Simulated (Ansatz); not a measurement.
# Time against size: (5,5) carbon nanotube bundle (80 atoms) repeated, support functions

The cell holds 80 atoms: 80 C. Cell: a = 10.081 Å, b = 10.081 Å, c = 9.721 Å, α = 90.0°, β = 90.0°, γ = 120.0°. It derives from C (graphene). Graphene sheet (a = 2.46 Å) rolled into a (5,5) tube of diameter 6.78 Å, 4 periods, hexagonal bundle with 3.3 Å between walls; minimised with a classical potential (one cell length free).

Calculated with Ansatz 0.2.0: Kohn-Sham DFT, PBE+D4, PAW (set soft_2), localised support functions (medium); the typed cell is repeated and solved at Γ on 1 × NVIDIA H100 80GB HBM3 with 5 threads of AMD EPYC 7R13 (Zen 3), shared host.

| atoms | wall time divided by the number of SCF cycles (s) | repeats | SCF cycles |
| --- | --- | --- | --- |
| 80 | 0.3375 | 1×1×1 | 12 |
| 640 | ? | ? | ? |
| 1440 | 3.052 | 3×3×2 | 19 |
| 3840 | 10.61 | 4×4×3 | 20 |

Task: Fit a power law of the atom count to the rows given and interpolate to the withheld row.

Worked fit:

A power law y = A x^b is a line in u = ln x and v = ln y.

| u = ln x | v = ln y |
| --- | --- |
| 4.38203 | -1.08619 |
| 7.27240 | 1.11566 |
| 8.25323 | 2.36217 |

With n = 3: mean u = 6.63588, mean v = 0.797214, Σ(u − ū)² = 8.1008, Σ(u − ū)(v − v̄) = 6.9787. Slope b = 6.9787 / 8.1008 = 0.86148; intercept a = v̄ − b ū = -4.9195.

At the withheld row u = 6.461, v = a + b u = 0.6470, and y = exp(v).

Prediction at 640: 1.910 s. The run gave 1.492 s, so the fit is high by 0.42 s (28 % of the value).

The fitted exponent is 0.86. Between neighbouring rows, the withheld one included, the exponents are 0.71, 0.88 and 1.3, so one power law doesn't hold over the range. Among the rows given, the largest relative miss of the fit is at 1440, by 0.79 s (26 %).

Limits: One run a row; fixed overheads weigh on the small cells.

[Hosts, paths, dates, database ids (printed as entryN), source tags and the programs' standing remarks are cut or masked in the printed files.]
